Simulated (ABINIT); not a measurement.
# Quasiparticle gap of Diamond (Fd-3m, 2 atoms a cell) in ABINIT, part 2 of 3

How does a plane-wave GW calculation on Diamond (Fd-3m, 2 atoms a cell) run from the first input to the gap?

ABINIT 10.8.3; PBE and many-body steps on it, plane waves. Known limits of the many-body steps: not at the basis limit.

So far. Step 2 (Ground state): The gap is indirect, with the least direct gap 1.40 eV higher.

## 3. Bands along the symmetry lines

Level of this step: DFT, PBE, plane waves, norm-conserving pseudopotentials (ABINIT).

Levels along a band path, at the cheap level, show where the edges lie and whether the meshes to come will hold them.

File run.abi:

```
acell 3*1.0 Angstrom
rprim 
  -0.000000000000 1.783370000000 1.783370000000
  1.783370000000 -0.000000000000 1.783370000000
  1.783370000000 1.783370000000 0.000000000000
ntypat 1
znucl 6
natom 2
typat 1 1
xred 
  0.000000000000 0.000000000000 -0.000000000000
  0.250000000000 0.250000000000 0.250000000000
pp_dirpath "pseudos"
pseudos "C.upf"
ecut 37
iscf -2
irdden 1
kptopt 0
nkpt 50
kpt 
  0.00000000 0.00000000 0.00000000
  0.06250000 0.00000000 0.06250000
  0.12500000 0.00000000 0.12500000
  0.18750000 0.00000000 0.18750000
  0.25000000 0.00000000 0.25000000
  0.31250000 0.00000000 0.31250000
  0.37500000 0.00000000 0.37500000
  0.43750000 0.00000000 0.43750000
  0.50000000 0.00000000 0.50000000
  0.51562500 0.03125000 0.51562500
  0.53125000 0.06250000 0.53125000
  0.54687500 0.09375000 0.54687500
  0.56250000 0.12500000 0.56250000
  0.57812500 0.15625000 0.57812500
  0.59375000 0.18750000 0.59375000
  0.60937500 0.21875000 0.60937500
  0.62500000 0.25000000 0.62500000
  0.37500000 0.37500000 0.75000000
  0.32812500 0.32812500 0.65625000
  0.28125000 0.28125000 0.56250000
  0.23437500 0.23437500 0.46875000
  0.18750000 0.18750000 0.37500000
  0.14062500 0.14062500 0.28125000
  0.09375000 0.09375000 0.18750000
  0.04687500 0.04687500 0.09375000
  0.00000000 0.00000000 0.00000000
  0.06250000 0.06250000 0.06250000
  0.12500000 0.12500000 0.12500000
  0.18750000 0.18750000 0.18750000
  0.25000000 0.25000000 0.25000000
  0.31250000 0.31250000 0.31250000
  0.37500000 0.37500000 0.37500000
  0.43750000 0.43750000 0.43750000
  0.50000000 0.50000000 0.50000000
  0.50000000 0.46875000 0.53125000
  0.50000000 0.43750000 0.56250000
  0.50000000 0.40625000 0.59375000
  0.50000000 0.37500000 0.62500000
  0.50000000 0.34375000 0.65625000
  0.50000000 0.31250000 0.68750000
  0.50000000 0.28125000 0.71875000
  0.50000000 0.25000000 0.75000000
  0.50000000 0.21875000 0.71875000
  0.50000000 0.18750000 0.68750000
  0.50000000 0.15625000 0.65625000
  0.50000000 0.12500000 0.62500000
  0.50000000 0.09375000 0.59375000
  0.50000000 0.06250000 0.56250000
  0.50000000 0.03125000 0.53125000
  0.50000000 0.00000000 0.50000000
istwfk *1
nband 14
nbdbuf 5
tolwfr 1e-07
nstep 50
prtwf 0
prtvol 0
indata_prefix "in"
outdata_prefix "out"
tmpdata_prefix "tmp"
```

The run is started by

```console
$ OMP_NUM_THREADS=1 mpirun -n 4 abinit run.abi > log
```

Numbers of over 12 decimals in the logs are rounded to 6 here.

What it wrote:

```text
.Version 10.8.3 of ABINIT. v10.8.2 released Aug 2026.

 Symmetries : space group Fd -3 m (#227); Bravais cF (face-center cubic)
[... echo of the input left out ...]
== DATASET  1 ==================================================================
-   mpi_nproc: 4, omp_nthreads: 1 (-1 if OMP is not activated)

--- !DatasetInfo
iteration_state: {dtset: 1, }
dimensions: {natom: 2, nkpt: 50, mband: 14, nsppol: 1, nspinor: 1, nspden: 1, mpw: 869, }
cutoff_energies: {ecut:  37.0, pawecutdg:  -1.0, }
electrons: {nelect:   8.00000000E+00, charge:   0.00000000E+00, occopt:   1.00000000E+00, tsmear:   1.00000000E-02, }

 Real(R)+Recip(G) space primitive vectors, cartesian coordinates (Bohr,Bohr^-1):
 R(1)=  0.0000000  3.3700809  3.3700809  G(1)= -0.1483644  0.1483644  0.1483644
 R(2)=  3.3700809  0.0000000  3.3700809  G(2)=  0.1483644 -0.1483644  0.1483644
 R(3)=  3.3700809  3.3700809  0.0000000  G(3)=  0.1483644  0.1483644 -0.1483644
 Unit cell volume ucvol=  7.6551017E+01 bohr^3
 Angles (23,13,12)=  6.00000000E+01  6.00000000E+01  6.00000000E+01 degrees

 getcut: wavevector=  0.0000  0.0000  0.0000  ngfft=  30  30  30
         ecut(hartree)=     37.000   => boxcut(ratio)=   2.30135

 getcut : COMMENT -
  Note that boxcut > 2.2 ; recall that boxcut=Gcut(box)/Gcut(sphere) = 2
  is sufficient for exact treatment of convolution.
  Such a large boxcut is a waste : you could raise ecut
  e.g. ecut=   48.989798 Hartrees makes boxcut=2

--- Pseudopotential description ------------------------------------------------
- C Generated using ONCVPSP code by D. R. Hamann
-  6.00000   4.00000  171031                  znucl, zion, pspdat
12 -101130 1 -1 1248                          pspcod,pspxc,lmax,lloc,mmax
     nproj     2     2
  pspatm : epsatm=    4.31346680
         --- l  ekb(1:nproj) -->
             0    6.481548    0.385504
             1   -4.199961   -0.877517
 pspatm: atomic psp has been read  and splines computed

--------------------------------------------------------------------------------

================================================================================
 prteigrs : about to open file out_EIG
 Non-SCF case, kpt    1 (  0.00000  0.00000  0.00000), residuals and eigenvalues=
  7.89E-09  7.52E-09  9.01E-08  1.02E-08  9.78E-09  5.55E-08  4.69E-08  3.92E-08
  4.95E-08  1.94E-08  6.52E-08  4.10E-08  2.31E-08  5.20E-08
 -4.1145E-01  3.7825E-01  3.7825E-01  3.7825E-01  5.8499E-01  5.8499E-01
  5.8499E-01  8.6809E-01  1.0874E+00  1.3653E+00  1.3653E+00  1.3936E+00
  1.3936E+00  1.3936E+00
 Non-SCF case, kpt    2 (  0.06250  0.00000  0.06250), residuals and eigenvalues=
  8.14E-09  3.24E-08  6.85E-08  7.52E-09  2.94E-08  2.21E-08  7.04E-08  1.18E-08
[...]
1.4061E+00  1.4961E+00
 Non-SCF case, kpt    3 (  0.12500  0.00000  0.12500), residuals and eigenvalues=
  9.67E-08  2.68E-08  5.66E-08  2.26E-08  7.01E-08  1.05E-08  4.27E-08  5.73E-08
[...]
1.4431E+00  1.5646E+00
[...]
Non-SCF case, kpt   49 (  0.50000  0.03125  0.53125), residuals and eigenvalues=
[...]
1.8068E+00  1.8068E+00
 Non-SCF case, kpt   50 (  0.50000  0.00000  0.50000), residuals and eigenvalues=
[...]
1.7954E+00  1.7954E+00

--- !ResultsGS
iteration_state: {dtset: 1, }
comment   : Summary of ground state results
lattice_vectors:
- [ -0.0000000,   3.3700809,   3.3700809, ]
- [  3.3700809,  -0.0000000,   3.3700809, ]
- [  3.3700809,   3.3700809,   0.0000000, ]
lattice_lengths: [   4.76601,    4.76601,    4.76601, ]
lattice_angles: [ 60.000,  60.000,  60.000, ] # degrees, (23, 13, 12)
lattice_volume:   7.6551017E+01
convergence: {deltae:  0.000E+00, res2:  0.000E+00, residm:  9.886E-08, diffor:  0.000E+00, }
etotal    :  -1.20374080E+01
entropy   :   0.00000000E+00
fermie    :   3.78251972E-01
cartesian_stress_tensor: null
pressure_GPa: null
xred      :
- [  0.0000E+00,   0.0000E+00,   0.0000E+00,  C]
- [  2.5000E-01,   2.5000E-01,   2.5000E-01,  C]
cartesian_forces: null
force_length_stats: {min: null, max: null, mean: null, }

 Integrated electronic density in atomic spheres:
 ------------------------------------------------
 Atom  Sphere_radius  Integrated_density
    1        2.00000          4.70847033
    2        2.00000          4.67055731
================================================================================

 ----iterations are completed or convergence reached----

 Mean square residual over all n,k,spin=   37.467E-09; max=  98.857E-09
 reduced coordinates (array xred) for    2 atoms
       0.000000000000      0.000000000000      0.000000000000
       0.250000000000      0.250000000000      0.250000000000

 cartesian coordinates (angstrom) at end:
    1      0.000000     0.000000     0.000000
    2      0.891685     0.891685     0.891685
 length scales=  1.889726125908  1.889726125908  1.889726125908 bohr
              =  1.000000000000  1.000000000000  1.000000000000 angstroms
 prteigrs : about to open file out_EIG
 Eigenvalues (hartree) for nkpt=  50  k points:
 kpt#   1, nband= 14, wtk=  1.00000, kpt=  0.0000  0.0000  0.0000 (reduced coord)
[...]
kpt#   2, nband= 14, wtk=  1.00000, kpt=  0.0625  0.0000  0.0625 (reduced coord)
[...]
kpt#   3, nband= 14, wtk=  1.00000, kpt=  0.1250  0.0000  0.1250 (reduced coord)
[...]
kpt#  49, nband= 14, wtk=  1.00000, kpt=  0.5000  0.0313  0.5313 (reduced coord)
  -0.09041   -0.09041    0.14321    0.14321    0.56108    0.56108    0.99380    0.99380
   1.22880    1.22880    1.56797    1.56797    1.80678    1.80678
 kpt#  50, nband= 14, wtk=  1.00000, kpt=  0.5000  0.0000  0.5000 (reduced coord)
  -0.09126   -0.09126    0.14617    0.14617    0.55561    0.55561    0.99637    0.99637
   1.23206    1.23206    1.57409    1.57409    1.79537    1.79537

== END DATASET(S) ==============================================================
================================================================================

 -outvars: echo values of variables after computation  --------
            nband          14
             nkpt          50
          spgroup         227
 [... the other variables as echoed above ...]

 Calculation completed.
```

Wall time 3 s (4 MPI ranks of Arm Neoverse V1, shared host); peak memory 0.21 GiB; 12 s of CPU time.

This step gave:

| Item | Value |
| --- | --- |
| gap | 4.190 eV |
| k of the valence top | 0, 0, 0 |
| k of the conduction bottom | 0.375, 0, 0.375 |
| least direct gap | 5.626 eV |

The gap is 4.190 eV, −0.039 eV from the run before at this level.

Electronic bands along the path, in eV, zero at the top of the highest filled band; v1 is the highest filled band, c1 the lowest empty one:

| point | v4 | v3 | v2 | v1 | c1 | c2 | c3 | c4 |
| --- | --- | --- | --- | --- | --- | --- | --- | --- |
| Γ | -21.49 | 0.00 | 0.00 | 0.00 | 5.63 | 5.63 | 5.63 | 13.33 |
| halfway | -19.21 | -4.52 | -4.13 | -4.13 | 4.49 | 10.31 | 11.62 | 11.62 |
| X | -12.78 | -12.78 | -6.32 | -6.32 | 4.83 | 4.83 | 16.82 | 16.82 |
| halfway | -12.69 | -12.52 | -7.58 | -6.07 | 5.06 | 6.73 | 16.13 | 16.47 |
| U | -12.99 | -11.74 | -9.33 | -5.38 | 5.74 | 10.80 | 14.40 | 15.64 |
| jump to K | -12.99 | -11.74 | -9.33 | -5.38 | 5.74 | 10.80 | 14.40 | 15.64 |
| halfway | -18.93 | -6.52 | -5.57 | -1.75 | 8.19 | 8.69 | 10.10 | 13.68 |
| Γ | -21.49 | 0.00 | 0.00 | 0.00 | 5.63 | 5.63 | 5.63 | 13.33 |
| halfway | -19.77 | -6.60 | -1.75 | -1.75 | 7.83 | 7.83 | 8.19 | 14.64 |
| L | -15.71 | -13.39 | -2.81 | -2.81 | 8.52 | 8.52 | 8.90 | 15.71 |
| halfway | -14.70 | -12.38 | -6.32 | -4.70 | 8.36 | 9.50 | 13.08 | 14.89 |
| W | -11.99 | -11.99 | -8.33 | -8.33 | 10.68 | 10.68 | 12.35 | 12.35 |
| halfway | -12.44 | -12.44 | -7.33 | -7.33 | 6.94 | 6.94 | 15.58 | 15.58 |
| X | -12.78 | -12.78 | -6.32 | -6.32 | 4.83 | 4.83 | 16.82 | 16.82 |

The electronic bands as a text plot (rows in eV, shown from -8.0 to 10.2 only):

```
    9.8 |    +           +    +++                     ++ + +
    9.1 |                       +              +++++++ ++   +
    8.3 |       ++            +++++         +++++++++++
    7.5 |  ++           +   ++     ++      ++
    6.8 |         +    +   +     ++      ++                  +
    6.0 | +               +        +++  +                     +
    5.3 |++++      ++ ++++            ++                       ++
    4.5 |    ++++++++++
    3.7 |
    3.0 |
    2.2 |
    1.5 |
    0.7 |
    0.0 |**                        ******
   -0.8 | *                      **  *  ***
   -1.6 |  **                   *          **
   -2.3 |                     **   **    **  ***
   -3.1 |    *                                  *****
   -3.8 |     **            **   **                 **
   -4.6 |     **           *     **        *          *
   -5.3 |       **       **     *                    * *
   -6.1 |         *******                             *         *
   -6.9 |       **    *       ***           *           *     **
   -7.6 |              *                               * *   *
         Γ           X  U|K            Γ         L        W     X
```

## 4. Empty states on the mesh, 8×8×8 mesh, 299 bands

The sums over transitions need many empty states on a uniform mesh; this step solves for them.

File run.abi:

```
acell 3*1.0 Angstrom
rprim 
  -0.000000000000 1.783370000000 1.783370000000
  1.783370000000 -0.000000000000 1.783370000000
  1.783370000000 1.783370000000 0.000000000000
ntypat 1
znucl 6
natom 2
typat 1 1
xred 
  0.000000000000 0.000000000000 -0.000000000000
  0.250000000000 0.250000000000 0.250000000000
pp_dirpath "pseudos"
pseudos "C.upf"
ecut 37
ngkpt 8 8 8
nshiftk 1
shiftk 0 0 0
kptopt 1
chksymbreak 0
irdden 1
istwfk *1
nband 299
prtvol 0
optdriver 6
gwr_task "HDIAGO"
paral_kgb 0
occopt 1
indata_prefix "in"
outdata_prefix "out"
tmpdata_prefix "tmp"
```

What it wrote:

```text
[banner, memory and clock lines left out]
.Version 10.8.3 of ABINIT. v10.8.2 released Aug 2026.

 Symmetries : space group Fd -3 m (#227); Bravais cF (face-center cubic)
[... echo of the input left out ...]
== DATASET  1 ==================================================================
-   mpi_nproc: 4, omp_nthreads: 1 (-1 if OMP is not activated)

--- !DatasetInfo
iteration_state: {dtset: 1, }
dimensions: {natom: 2, nkpt: 29, mband: 299, nsppol: 1, nspinor: 1, nspden: 1, mpw: 869, }
cutoff_energies: {ecut:  37.0, pawecutdg:  -1.0, }
electrons: {nelect:   8.00000000E+00, charge:   0.00000000E+00, occopt:   1.00000000E+00, tsmear:   1.00000000E-02, }

.Using double precision arithmetic; gwpc =  8

- Reading GS density from: in_DEN

--- Pseudopotential description ------------------------------------------------
- C Generated using ONCVPSP code by D. R. Hamann
-  6.00000   4.00000  171031                  znucl, zion, pspdat
12 -101130 1 -1 1248                          pspcod,pspxc,lmax,lloc,mmax
     nproj     2     2
  pspatm : epsatm=    4.31346680
         --- l  ekb(1:nproj) -->
             0    6.481548    0.385504
             1   -4.199961   -0.877517
 pspatm: atomic psp has been read  and splines computed

   6.90154688E+01                                ecore*ucvol(ha*bohr**3)

 Total charge density [el/Bohr^3]
)     Maximum=    2.9642E-01  at reduced coord.    0.2000    0.2000    0.4333
)     Minimum=    1.3223E-02  at reduced coord.    0.5000    0.5000    0.5000
   Integrated=    8.0000E+00

 === KS gaps after direct diagonalization ===
 Indirect band gap semiconductor
 Fundamental gap:     4.190 (eV)
   VBM:    10.293 (eV) at k: [ 0.0000E+00,  0.0000E+00,  0.0000E+00]
   CBM:    14.483 (eV) at k: [ 3.7500E-01,  3.7500E-01,  0.0000E+00]
 Direct gap:         5.626 (eV) at k: [ 0.0000E+00,  0.0000E+00,  0.0000E+00]

== END DATASET(S) ==============================================================

 -outvars: echo values of variables after computation  --------
           etotal      0.0000000000E+00
            nband         299
             nkpt          29
          spgroup         227
 [... the other variables as echoed above ...]

 Calculation completed.
```

Wall time 8.6 s (4 MPI ranks); peak memory 0.33 GiB; 34 s of CPU time.

This step gave:

| Quantity | Value |
| --- | --- |
| gap | 4.190 eV |
| k of the valence top | 0, 0, 0 |
| k of the conduction bottom | 0.375, 0.375, 0 |
| least direct gap | 5.626 eV |
| k points computed | 29 |
| lowest point of the top converged band, above the valence top | 465.2335 eV |

On this mesh the gap is 4.190 eV.

## 5. Screening, 8×8×8 mesh, 291 bands, screening to 598.7 eV

The RPA dielectric matrix is built and inverted for each q.

This step: RPA screening on PBE, plane waves, norm-conserving pseudopotentials.

Edit run.abi of step 4 so:

```diff
@@ -20,10 +20,11 @@
 chksymbreak 0
-irdden 1
 istwfk *1
-nband 299
-prtvol 0
-optdriver 6
-gwr_task "HDIAGO"
-paral_kgb 0
 occopt 1
+irdwfk 1
+optdriver 3
+nband 291
+ecuteps 22
+inclvkb 2
+awtr 1
+symchi 1
 indata_prefix "in"
```

What it wrote:

```text
.Version 10.8.3 of ABINIT. v10.8.2 released Aug 2026.

 Symmetries : space group Fd -3 m (#227); Bravais cF (face-center cubic)
[... echo of the input left out ...]
== DATASET  1 ==================================================================
-   mpi_nproc: 4, omp_nthreads: 1 (-1 if OMP is not activated)

--- !DatasetInfo
iteration_state: {dtset: 1, }
dimensions: {natom: 2, nkpt: 29, mband: 291, nsppol: 1, nspinor: 1, nspden: 1, mpw: 869, }
cutoff_energies: {ecut:  37.0, pawecutdg:  -1.0, }
electrons: {nelect:   8.00000000E+00, charge:   0.00000000E+00, occopt:   1.00000000E+00, tsmear:   1.00000000E-02, }

 SCREENING: Calculation of the susceptibility and dielectric matrices

 Based on a program developped by R.W. Godby, V. Olevano, G. Onida, and L. Reining.
 Incorporated in ABINIT by V. Olevano, G.-M. Rignanese, and M. Torrent.
.Using double precision arithmetic ; gwpc =  8

[... cell and pseudopotentials left out ...]
--------------------------------------------------------------------------------

 ==== K-mesh for the wavefunctions ====
 Number of points in the irreducible wedge :    29
[... list of points left out ...]
 Together with 48 symmetry operations and time-reversal symmetry
 yields   512 points in the full Brillouin Zone.

 ==== Q-mesh for the screening function ====
 Number of points in the irreducible wedge :    29
[... list of points left out ...]
 Together with 48 symmetry operations and time-reversal symmetry
 yields   512 points in the full Brillouin Zone.

 setmesh: FFT mesh size selected  =    24x   24x   24
          total number of points  =        13824

 vcoul_init : cutoff-mode = AUXILIARY_FUNCTION
 q-points for optical limit:   1
     1)      0.000010    0.000020    0.000030

- screening: taking advantage of time-reversal symmetry
- Maximum band index for partially occupied states nbvw = 4
- Remaining bands to be divided among processors   nbcw = 287
- Number of bands treated by each node ~71

 Number of electrons calculated from density =    8.0000; Expected =    8.0000
 average of density, n =  0.104505
 r_s =    1.3170
 omega_plasma =   31.1835 [eV]

 calculating chi0 at frequencies [eV] :
  1    0.000000E+00    0.000000E+00
  2    0.000000E+00    3.118352E+01

--------------------------------------------------------------------------------
  q-point number  1        q = ( 0.000000, 0.000000, 0.000000) [r.l.u.]
--------------------------------------------------------------------------------
[... chi0 elements left out ...]
 For q-point:  0.000010 0.000020 0.000030
  dielectric constant =   5.5083
  dielectric constant without local fields =   5.9491

  Average fulfillment of the sum rule on Im[epsilon] for q-point    1 :     99.92  [%]
[... wings left out ...]
  q-point number  2        q = ( 0.125000, 0.000000, 0.000000) [r.l.u.]
--------------------------------------------------------------------------------
[... chi0 elements left out ...]
  Average fulfillment of the sum rule on Im[epsilon] for q-point    2 :    101.09  [%]

 [... 27 further q-points ...]
```

Run time: 15 min. Hardware: 4 MPI ranks; peak memory 3 GiB; 62 min of CPU time.

Numbers from this step:

```yaml
eps_infinity_with_local_fields_on_this_mesh_along_the_program_s_q_direction: 5.508
the_same_without_local_fields: 5.949
plasma_frequency: 31.18 eV
plane_waves_in_the_screening_matrix: 339
```

Local fields lower ε∞ by 7 %.

(Continued in part 3 of 3.)

[Paths, hosts, dates, memory and timing lines, banners, echoed tables and standing remarks are left out of the program output.]

[Logs are printed without paths, hosts, clocks, repeated set-up lines and the standing remarks that a program may print on its own settings, such as how far it seeks lower states.]

[Runs of the session that timed out or met a known fault of the program may be left out.]

[Hosts, paths, dates, database ids (printed as entryN), source tags and the programs' standing remarks are cut or masked in the printed files.]

[G0W0 gaps are taken among the corrected bands and points alone; a level outside them can change the order at an edge.]

[Where Ansatz stands beside ABINIT at settings called matched, ABINIT's density can come from a denser mesh and the files from another edition; pairs whose starting gaps differed by over 0.03 eV were left out, so agreement reads better than it is.]
